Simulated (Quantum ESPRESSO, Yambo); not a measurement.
Planning a run of Quantum ESPRESSO 7.5 on In2O3 (R-3c). The input:

```
&control
  calculation = 'nscf'
  prefix = 'x'
  outdir = 'o'
  pseudo_dir = 'pseudo'
/
&system
  ibrav = 0
  nat = 10
  ntyp = 2
  ecutwfc = 80.0
  nbnd = 146
  force_symmorphic = .true.
/
&electrons
  conv_thr = 1e-9
  electron_maxstep = 80
  diago_full_acc = .true.
  diago_thr_init = 5e-6
/
ATOMIC_SPECIES
  In 114.82 In.upf
  O 15.999 O.upf
CELL_PARAMETERS angstrom
  2.7709350000 1.5998000681 4.8850333334
  -2.7709350000 1.5998000681 4.8850333334
  -0.0000000000 -3.1996001363 4.8850333334
ATOMIC_POSITIONS crystal
  In 0.3573100000 0.3573100000 0.3573100000
  In 0.1426900000 0.1426900000 0.1426900000
  In 0.6426900000 0.6426900000 0.6426900000
  In 0.8573100000 0.8573100000 0.8573100000
  O 0.5480000000 0.9520000000 0.2500000000
  O 0.2500000000 0.5480000000 0.9520000000
  O 0.9520000000 0.2500000000 0.5480000000
  O 0.4520000000 0.0480000000 0.7500000000
  O 0.7500000000 0.4520000000 0.0480000000
  O 0.0480000000 0.7500000000 0.4520000000
K_POINTS automatic
  4 4 4 0 0 0
```

```sh
OMP_NUM_THREADS=1 mpirun -n 8 pw.x -nk 4 -in pw.in > pw.out
```

Estimate wall time and host memory on 8 MPI ranks of Arm Neoverse V2, shared host.

It took 24 s; on shared hardware allow 12 s to 48 s. Peak host memory was 1.0 GiB.

[Paths, hosts, dates, memory and timing lines, banners, echoed tables and standing remarks are left out of the program output.]

[Logs are printed without paths, hosts, clocks, repeated set-up lines and the standing remarks that a program may print on its own settings, such as how far it seeks lower states.]

[Runs of the session that timed out or met a known fault of the program may be left out.]

[Hosts, paths, dates, database ids (printed as entryN), source tags and the programs' standing remarks are cut or masked in the printed files.]
